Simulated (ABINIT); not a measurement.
**Cs2AgSbBr6 (Fm-3m): a self-consistent loop beyond G0W0, cycle by cycle**

Wanted: G0W0 and self-consistent gaps of Cs2AgSbBr6 (Fm-3m), with the cost of the cycles.

Calculated with ABINIT 10.8.3; PBEsol and many-body steps on it, plane waves.

**The experiments to reproduce.**

- Gap 2.18 eV: indirect optical gap from Tauc plot; photothermal deflection spectroscopy; film (solution-processed film on quartz, about 200 nm thick) (“Bandgap Lowering in Mixed Alloys of Cs2Ag(SbxBi1-x)Br6 Double Perovskite Thin Films”, 2020, arxiv:2007.00388).

## (1) Starting point

Symmetry: Fm-3m, No. 225, cubic system. Conventional cell: a = 11.379 Å, b = 11.379 Å, c = 11.379 Å, α = 90.00°, β = 90.00°, γ = 90.00°. Nearest to Cs lie 12 Br at 4.02 Å. Nearest to Ag lie 6 Br at 2.86 Å. Sb has 6 Br at 2.83 Å nearest. Nearest to Br lie 1 Sb at 2.83 Å and 1 Ag at 2.86 Å and 4 Cs at 4.02 Å. Farther neighbours and most contacts between anions are not listed.

Coordinates:

```cif
data_structure
_symmetry_space_group_name_H-M 'P 1'
_symmetry_Int_Tables_number 1
_cell_length_a 8.0458
_cell_length_b 8.0458
_cell_length_c 8.0458
_cell_angle_alpha 60.000
_cell_angle_beta 60.000
_cell_angle_gamma 60.000
_cell_volume 368.29
loop_
_atom_site_label
_atom_site_type_symbol
_atom_site_fract_x
_atom_site_fract_y
_atom_site_fract_z
_atom_site_occupancy
Cs1 Cs 0.75000 0.75000 0.75000 1
Cs2 Cs 0.25000 0.25000 0.25000 1
Ag3 Ag 0.50000 0.50000 0.50000 1
Sb4 Sb 0.00000 0.00000 0.00000 1
Br5 Br 0.75155 0.24845 0.24845 1
Br6 Br 0.24845 0.24845 0.75155 1
Br7 Br 0.24845 0.75155 0.75155 1
Br8 Br 0.24845 0.75155 0.24845 1
Br9 Br 0.75155 0.24845 0.75155 1
Br10 Br 0.75155 0.75155 0.24845 1
```

The cell and positions are those that the Materials Project relaxed with its own functionals (PBE, PBE+U or r2SCAN), kept fixed. Spin-orbit coupling is left out unless a step names it.

## (2) Empty states on the mesh, 2×2×2 mesh, 308 bands

This step: ABINIT 10.8.3; DFT, PBEsol, plane waves, norm-conserving pseudopotentials.

The sums over transitions need many empty states on a uniform mesh; this step solves for them.

run.abi reads:

```
acell 3*1.0 Angstrom
rprim 
  0.000000000000 5.689253000000 5.689253000000
  5.689253000000 0.000000000000 5.689253000000
  5.689253000000 5.689253000000 0.000000000000
ntypat 4
znucl 55 47 51 35
natom 10
typat 1 1 2 3 4 4 4 4 4 4
xred 
  0.750000000000 0.750000000000 0.750000000000
  0.250000000000 0.250000000000 0.250000000000
  0.500000000000 0.500000000000 0.500000000000
  0.000000000000 0.000000000000 0.000000000000
  0.751554000000 0.248446000000 0.248446000000
  0.248446000000 0.248446000000 0.751554000000
  0.248446000000 0.751554000000 0.751554000000
  0.248446000000 0.751554000000 0.248446000000
  0.751554000000 0.248446000000 0.751554000000
  0.751554000000 0.751554000000 0.248446000000
pp_dirpath "pseudos"
pseudos "Cs.upf, Ag.upf, Sb.upf, Br.upf"
ecut 40
ngkpt 2 2 2
nshiftk 1
shiftk 0 0 0
kptopt 1
chksymbreak 0
iscf -2
irdden 1
istwfk *1
nband 308
nbdbuf 28
tolwfr 1e-09
nstep 60
prtvol 0
indata_prefix "in"
outdata_prefix "out"
tmpdata_prefix "tmp"
```

Command:

```console
$ OMP_NUM_THREADS=2 mpirun -n 3 abinit run.abi > log
```

Numbers of over 12 decimals in the logs are rounded to 6 here.

What it wrote:

```text
.Version 10.8.3 of ABINIT. v10.8.2 released Aug 2026.

 Symmetries : space group Fm -3 m (#225); Bravais cF (face-center cubic)
[... echo of the input left out ...]
== DATASET  1 ==================================================================
-   mpi_nproc: 3, omp_nthreads: 2 (-1 if OMP is not activated)

--- !DatasetInfo
iteration_state: {dtset: 1, }
dimensions: {natom: 10, nkpt: 3, mband: 308, nsppol: 1, nspinor: 1, nspden: 1, mpw: 30155, }
cutoff_energies: {ecut:  40.0, pawecutdg:  -1.0, }
[...]
1.35980    1.36552    1.36552    1.36552    1.38389    1.38389    1.40377    1.40377
   1.40378    1.40715    1.40715    1.40716    1.40980    1.40982    1.41131    1.41137
   1.43455    1.43498    1.43731    1.44140
 prteigrs : prtvol=0 or 1, do not print more k-points.

== END DATASET(S) ==============================================================
================================================================================

 -outvars: echo values of variables after computation  --------
            nband         308
             nkpt           3
          spgroup         225
 [... the other variables as echoed above ...]

 Calculation completed.
```

It took 10 min on 3 MPI ranks of Arm Neoverse V1, shared host; peak memory 1 GiB; 47 min of CPU time.

Numbers from this step:

```yaml
gap: 0.8123 eV
k_of_the_valence_top: 0.5, 0.5, 0
k_of_the_conduction_bottom: 0.5, 0, 0
least_direct_gap: 1.981 eV
k_points_computed: 3
lowest_point_of_the_top_converged_band_above_the_valence_top: 33.51 eV
```

On this mesh the gap is 0.812 eV.

The density comes from a self-consistent run that is not shown.

## (3) Screening, 2×2×2 mesh, 280 bands, screening to 89.8 eV

The RPA dielectric matrix is built and inverted for each q.

This step: RPA screening on PBEsol, plane waves, norm-conserving pseudopotentials.

run.abi: that of step 2 with these lines changed.

```diff
@@ -28,10 +28,11 @@
 chksymbreak 0
-iscf -2
-irdden 1
 istwfk *1
-nband 308
-nbdbuf 28
-tolwfr 1e-09
-nstep 60
-prtvol 0
+occopt 1
+irdwfk 1
+optdriver 3
+nband 280
+ecuteps 3.3
+inclvkb 2
+awtr 1
+symchi 1
 indata_prefix "in"
```

Command:

```console
$ OMP_NUM_THREADS=1 mpirun -n 8 abinit run.abi > log
```

What it wrote:

```text
.Version 10.8.3 of ABINIT. v10.8.2 released Aug 2026.

 Symmetries : space group Fm -3 m (#225); Bravais cF (face-center cubic)
[... echo of the input left out ...]
== DATASET  1 ==================================================================
-   mpi_nproc: 8, omp_nthreads: 1 (-1 if OMP is not activated)

--- !DatasetInfo
iteration_state: {dtset: 1, }
dimensions: {natom: 10, nkpt: 3, mband: 280, nsppol: 1, nspinor: 1, nspden: 1, mpw: 30155, }
cutoff_energies: {ecut:  40.0, pawecutdg:  -1.0, }
electrons: {nelect:   1.62000000E+02, charge:   0.00000000E+00, occopt:   1.00000000E+00, tsmear:   1.00000000E-02, }

 SCREENING: Calculation of the susceptibility and dielectric matrices

 Based on a program developped by R.W. Godby, V. Olevano, G. Onida, and L. Reining.
 Incorporated in ABINIT by V. Olevano, G.-M. Rignanese, and M. Torrent.
.Using double precision arithmetic ; gwpc =  8

[... cell and pseudopotentials left out ...]
--------------------------------------------------------------------------------

 ==== K-mesh for the wavefunctions ====
 Number of points in the irreducible wedge :     3
[... list of points left out ...]
 Together with 48 symmetry operations and time-reversal symmetry
 yields     8 points in the full Brillouin Zone.

 ==== Q-mesh for the screening function ====
 Number of points in the irreducible wedge :     3
[... list of points left out ...]
 Together with 48 symmetry operations and time-reversal symmetry
 yields     8 points in the full Brillouin Zone.

 setmesh: FFT mesh size selected  =    60x   60x   60
          total number of points  =       216000

 vcoul_init : cutoff-mode = AUXILIARY_FUNCTION
 q-points for optical limit:   1
     1)      0.000010    0.000020    0.000030

- screening: taking advantage of time-reversal symmetry
- Maximum band index for partially occupied states nbvw = 81
- Remaining bands to be divided among processors   nbcw = 199
- Number of bands treated by each node ~24

 Number of electrons calculated from density =  162.0000; Expected =  162.0000
 average of density, n =  0.065181
 r_s =    1.5415
 omega_plasma =   24.6273 [eV]

 calculating chi0 at frequencies [eV] :
  1    0.000000E+00    0.000000E+00
  2    0.000000E+00    2.462731E+01

--------------------------------------------------------------------------------
  q-point number  1        q = ( 0.000000, 0.000000, 0.000000) [r.l.u.]
--------------------------------------------------------------------------------
[... chi0 elements left out ...]
 For q-point:  0.000010 0.000020 0.000030
  dielectric constant =   6.6235
  dielectric constant without local fields =   7.8080

  Average fulfillment of the sum rule on Im[epsilon] for q-point    1 :     39.83  [%]
[... wings left out ...]
  q-point number  2        q = ( 0.500000, 0.000000, 0.000000) [r.l.u.]
--------------------------------------------------------------------------------
[... chi0 elements left out ...]
  Average fulfillment of the sum rule on Im[epsilon] for q-point    2 :     43.03  [%]

 [... 1 further q-points ...]
```

It took 7.4 min on 8 MPI ranks; peak memory 16 GiB; 59 min of CPU time.

This step gave:

* ε∞ with local fields, on this mesh, along the program's q direction: 6.623
* the same without local fields: 7.808
* plasma frequency: 24.63 eV
* plane waves in the screening matrix: 725

Local fields lower ε∞ by 15 %. On a Γ-centred mesh this coarse the value itself is usually too large, while a short band sum pulls it down.

## (4) G0W0

The self-energy is evaluated for the states that the input lists, and the levels follow from it, in one-shot runs by the linearised quasiparticle equation.

This step: G0W0 on PBEsol, plane waves, norm-conserving pseudopotentials.

run.abi: that of step 3 with these lines changed.

```diff
@@ -31,8 +31,19 @@
 irdwfk 1
-optdriver 3
+optdriver 4
 nband 280
+gwcalctyp 0
+ecutsigx 40
+symsigma 1
+nkptgw 3
+kptgw 
+  0.5000000000 0.5000000000 0.0000000000
+  0.5000000000 0.0000000000 0.0000000000
+  0.0000000000 0.0000000000 0.0000000000
+bdgw 
+  80 83
+  79 84
+  80 84
 ecuteps 3.3
-inclvkb 2
-awtr 1
-symchi 1
+irdscr 1
+ppmodel 1
 indata_prefix "in"
```

What it wrote:

```text
.Version 10.8.3 of ABINIT. v10.8.2 released Aug 2026.

 Symmetries : space group Fm -3 m (#225); Bravais cF (face-center cubic)
[... echo of the input left out ...]
== DATASET  1 ==================================================================
-   mpi_nproc: 8, omp_nthreads: 1 (-1 if OMP is not activated)

--- !DatasetInfo
iteration_state: {dtset: 1, }
dimensions: {natom: 10, nkpt: 3, mband: 280, nsppol: 1, nspinor: 1, nspden: 1, mpw: 30155, }
cutoff_energies: {ecut:  40.0, pawecutdg:  -1.0, }
electrons: {nelect:   1.62000000E+02, charge:   0.00000000E+00, occopt:   1.00000000E+00, tsmear:   1.00000000E-02, }

 SIGMA: Calculation of the GW corrections

 Based on a program developped by R.W. Godby, V. Olevano, G. Onida, and L. Reining.
 Incorporated in ABINIT by V. Olevano, G.-M. Rignanese, and M. Torrent.
.Using double precision arithmetic ; gwpc =  8

[... cell and pseudopotentials left out ...]
--------------------------------------------------------------------------------

 ==== K-mesh for the wavefunctions ====
 Number of points in the irreducible wedge :     3
[... list of points left out ...]
 Together with 48 symmetry operations and time-reversal symmetry
 yields     8 points in the full Brillouin Zone.

 ==== Q-mesh for screening function ====
 Number of points in the irreducible wedge :     3
[... list of points left out ...]
 Together with 48 symmetry operations and time-reversal symmetry
 yields     8 points in the full Brillouin Zone.

 vcoul_init : cutoff-mode = AUXILIARY_FUNCTION
 q-points for optical limit:   1
     1)      0.000010    0.000020    0.000030
 setmesh: FFT mesh size selected  =    90x   90x   90
          total number of points  =       729000

 Number of electrons calculated from density =  162.0000; Expected =  162.0000
 average of density, n =  0.065181
 r_s =    1.5415
 omega_plasma =   24.6273 [eV]

 === KS Band Gaps ===
  >>>> For spin  1
   Minimum direct gap =   1.9811 [eV], located at k-point      :   0.5000  0.0000  0.0000
   Fundamental gap    =   0.8120 [eV], Top of valence bands at :   0.5000  0.5000  0.0000
                                       Bottom of conduction at :   0.5000  0.0000  0.0000
 SIGMA fundamental parameters:
 PLASMON POLE MODEL  1
 number of plane-waves for SigmaX                30155
 number of plane-waves for SigmaC and W            725
 number of plane-waves for wavefunctions         30155
 number of bands                                   280
 number of independent spin polarizations            1
 number of spinorial components                      1
 number of k-points in IBZ                           3
 number of q-points in IBZ                           3
 number of symmetry operations                      48
 number of k-points in BZ                            8
 number of q-points in BZ                            8
 number of frequencies for dSigma/dE                 9
 frequency step for dSigma/dE [eV]                0.25
 number of omega for Sigma on real axis              0
 max omega for Sigma on real axis  [eV]           0.00
 zcut for avoiding poles [eV]                     0.10

 EPSILON^-1 parameters (SCR file):
 dimension of the eps^-1 matrix on file            725
 dimension of the eps^-1 matrix used               725
 number of plane-waves for wavefunctions         30155
 number of bands                                   280
 number of q-points in IBZ                           3
 number of frequencies                               2
 number of real frequencies                          1
 number of imag frequencies                          1

 matrix elements of self-energy operator (all in [eV])

 Perturbative Calculation

--- !SelfEnergy_ee
iteration_state: {dtset: 1, }
kpoint     : [   0.500,    0.500,    0.000, ]
spin       : 1
KS_gap     :    2.314
QP_gap     :    3.697
Delta_QP_KS:    1.383
data: !SigmaeeData |
     Band     E0 <VxcDFT>   SigX SigC(E0)      Z dSigC/dE  Sig(E)    E-E0       E
       80   1.001 -19.461 -23.997   3.650   0.774  -0.292 -20.147  -0.686   0.315
       81   1.963 -18.089 -21.343   2.561   0.790  -0.266 -18.636  -0.548   1.416
       82   4.278 -13.163  -9.561  -2.551   0.795  -0.258 -12.327   0.835   5.113
       83   4.278 -13.163  -9.561  -2.551   0.795  -0.258 -12.327   0.835   5.113

--- !SelfEnergy_ee
iteration_state: {dtset: 1, }
kpoint     : [   0.500,    0.000,    0.000, ]
spin       : 1
KS_gap     :    1.981
QP_gap     :    3.598
Delta_QP_KS:    1.616
data: !SigmaeeData |
     Band     E0 <VxcDFT>   SigX SigC(E0)      Z dSigC/dE  Sig(E)    E-E0       E
       79   0.599 -16.308 -20.991   3.359   0.778  -0.286 -17.338  -1.030  -0.431
       80   0.599 -16.308 -20.991   3.359   0.778  -0.286 -17.338  -1.030  -0.431
[...]
--- !SelfEnergy_ee
iteration_state: {dtset: 1, }
kpoint     : [   0.000,    0.000,    0.000, ]
spin       : 1
KS_gap     :    2.843
QP_gap     :    4.372
Delta_QP_KS:    1.528
data: !SigmaeeData |
     Band     E0 <VxcDFT>   SigX SigC(E0)      Z dSigC/dE  Sig(E)    E-E0       E
[...]
82   3.850 -12.395  -8.791  -2.557   0.803  -0.246 -11.554   0.841   4.691
       83   3.850 -12.395  -8.791  -2.557   0.803  -0.246 -11.554   0.841   4.691
       84   3.850 -12.395  -8.791  -2.557   0.803  -0.246 -11.554   0.841   4.691

 New Fermi energy :        9.480313E-02 Ha ,    2.579725E+00 eV

 === QP Band Gaps ===
  >>>> For spin  1
   Minimum direct gap =   3.5975 [eV], located at k-point      :   0.5000  0.0000  0.0000
   Fundamental gap    =   2.3279 [eV], Top of valence bands at :   0.5000  0.5000  0.0000
                                       Bottom of conduction at :   0.5000  0.0000  0.0000

== END DATASET(S) ==============================================================
================================================================================

 -outvars: echo values of variables after computation  --------
           etotal      0.0000000000E+00
            nband         280
             nkpt           3
          spgroup         225
 [... the other variables as echoed above ...]

 Calculation completed.
```

Run time: 74 s. Hardware: 8 MPI ranks; peak memory 9.1 GiB.

Numbers from this step:

```
G0W0 gap on the points computed              : 2.328 eV
starting gap on the mesh                     : 0.8123 eV
k of the valence top                         : 0.5, 0.5, 0
k of the conduction bottom                   : 0.5, 0, 0
Z at the valence top                         : 0.79
Z at the conduction bottom                   : 0.808
least direct G0W0 gap on the computed points : 3.598 eV
```

The gap on the mesh goes from 0.81 eV to 2.33 eV, a correction of +1.52 eV.

## (5) evGW0, cycle 1

This step: evGW0 on PBEsol, plane waves, norm-conserving pseudopotentials.

run.abi: that of step 4 with these lines changed.

```diff
@@ -33,3 +33,3 @@
 nband 280
-gwcalctyp 0
+gwcalctyp 10
 ecutsigx 40
@@ -38,9 +38,9 @@
 kptgw 
+  0.0000000000 0.0000000000 0.0000000000
+  0.5000000000 0.0000000000 0.0000000000
   0.5000000000 0.5000000000 0.0000000000
-  0.5000000000 0.0000000000 0.0000000000
-  0.0000000000 0.0000000000 0.0000000000
 bdgw 
-  80 83
-  79 84
-  80 84
+  52 97
+  52 97
+  52 97
 ecuteps 3.3
@@ -51 +51,2 @@
 tmpdata_prefix "tmp"
+gwmem 00
```

Command:

```console
$ OMP_NUM_THREADS=2 mpirun -n 4 abinit run.abi > log
```

What it wrote:

```text
.Version 10.8.3 of ABINIT. v10.8.2 released Aug 2026.

 Symmetries : space group Fm -3 m (#225); Bravais cF (face-center cubic)
[... echo of the input left out ...]
== DATASET  1 ==================================================================
-   mpi_nproc: 4, omp_nthreads: 2 (-1 if OMP is not activated)

--- !DatasetInfo
iteration_state: {dtset: 1, }
dimensions: {natom: 10, nkpt: 3, mband: 280, nsppol: 1, nspinor: 1, nspden: 1, mpw: 30155, }
cutoff_energies: {ecut:  40.0, pawecutdg:  -1.0, }
electrons: {nelect:   1.62000000E+02, charge:   0.00000000E+00, occopt:   1.00000000E+00, tsmear:   1.00000000E-02, }

 SIGMA: Calculation of the GW corrections

 Based on a program developped by R.W. Godby, V. Olevano, G. Onida, and L. Reining.
 Incorporated in ABINIT by V. Olevano, G.-M. Rignanese, and M. Torrent.
.Using double precision arithmetic ; gwpc =  8

[... cell and pseudopotentials left out ...]
--------------------------------------------------------------------------------

 ==== K-mesh for the wavefunctions ====
 Number of points in the irreducible wedge :     3
[... list of points left out ...]
 Together with 48 symmetry operations and time-reversal symmetry
 yields     8 points in the full Brillouin Zone.

 ==== Q-mesh for screening function ====
 Number of points in the irreducible wedge :     3
[... list of points left out ...]
 Together with 48 symmetry operations and time-reversal symmetry
 yields     8 points in the full Brillouin Zone.

 vcoul_init : cutoff-mode = AUXILIARY_FUNCTION
 q-points for optical limit:   1
     1)      0.000010    0.000020    0.000030
 setmesh: FFT mesh size selected  =    90x   90x   90
          total number of points  =       729000

 Number of electrons calculated from density =  162.0000; Expected =  162.0000
[...]
--- !SelfEnergy_ee
iteration_state: {dtset: 1, }
kpoint     : [   0.500,    0.000,    0.000, ]
spin       : 1
KS_gap     :    1.981
QP_gap     :    3.598
Delta_QP_KS:    1.616
data: !SigmaeeData |
     Band     E_DFT   <VxcDFT>   E(N-1)  <Hhartree>   SigX  SigC[E(N-1)]    Z     dSigC/dE  Sig[E(N)]  DeltaE  E(N)_pert E(N)_diago
[...]
--- !SelfEnergy_ee
iteration_state: {dtset: 1, }
kpoint     : [   0.500,    0.500,    0.000, ]
spin       : 1
KS_gap     :    2.314
QP_gap     :    3.697
Delta_QP_KS:    1.383
data: !SigmaeeData |
     Band     E_DFT   <VxcDFT>   E(N-1)  <Hhartree>   SigX  SigC[E(N-1)]    Z     dSigC/dE  Sig[E(N)]  DeltaE  E(N)_pert E(N)_diago
[...]
96     8.704    -9.661     8.704    18.365    -5.311    -3.203     0.836    -0.196    -8.702     0.959     9.662     9.922
       97     8.704    -9.661     8.704    18.365    -5.311    -3.203     0.836    -0.196    -8.702     0.959     9.662     9.922

 New Fermi energy :        9.635485E-02 Ha ,    2.621949E+00 eV

 === QP Band Gaps ===
  >>>> For spin  1
   Minimum direct gap =   4.0001 [eV], located at k-point      :   0.5000  0.0000  0.0000
   Fundamental gap    =   2.7032 [eV], Top of valence bands at :   0.5000  0.5000  0.0000
                                       Bottom of conduction at :   0.5000  0.0000  0.0000

 writing QP data on file : out_QPS

 Convergence of QP corrections
 >>>>> For spin  1 <<<<<
.  kptgw no:  1; Maximum DeltaE = (   0.000   0.000) for band index:  4
.  kptgw no:  2; Maximum DeltaE = (   0.000   0.000) for band index:  5
.  kptgw no:  3; Maximum DeltaE = (   0.999  -0.001) for band index:  2

== END DATASET(S) ==============================================================
================================================================================

 -outvars: echo values of variables after computation  --------
           etotal      0.0000000000E+00
            nband         280
             nkpt           3
          spgroup         225
 [... the other variables as echoed above ...]

 Calculation completed.
```

The job ended after 12 min (4 MPI ranks; peak memory 4.6 GiB).

This step gave:

```
quasiparticle gap on the points computed              : 2.704 eV
gap of the density functional on the mesh             : 0.8123 eV
k of the valence top                                  : 0.5, 0.5, 0
k of the conduction bottom                            : 0.5, 0, 0
Z at the valence top                                  : 0.79
Z at the conduction bottom                            : 0.808
least direct quasiparticle gap on the computed points : 4.001 eV
```

Against G0W0 in ABINIT (2×2×2 mesh, 280 bands, screening to 89.8 eV, Godby-Needs plasmon pole), the gap moves by +0.376 eV. This first cycle still uses the starting levels; it takes the full correction, at all points of the mesh, and its linearised value is 2.328 eV.

(Continued in part 2 of 2.)

[Paths, hosts, dates, memory and timing lines, banners, echoed tables and standing remarks are left out of the program output.]

[Logs are printed without paths, hosts, clocks, repeated set-up lines and the standing remarks that a program may print on its own settings, such as how far it seeks lower states.]

[Runs of the session that timed out or met a known fault of the program may be left out.]

[Hosts, paths, dates, database ids (printed as entryN), source tags and the programs' standing remarks are cut or masked in the printed files.]

[G0W0 gaps are taken among the corrected bands and points alone; a level outside them can change the order at an edge.]

[Where Ansatz stands beside ABINIT at settings called matched, ABINIT's density can come from a denser mesh and the files from another edition; pairs whose starting gaps differed by over 0.03 eV were left out, so agreement reads better than it is.]
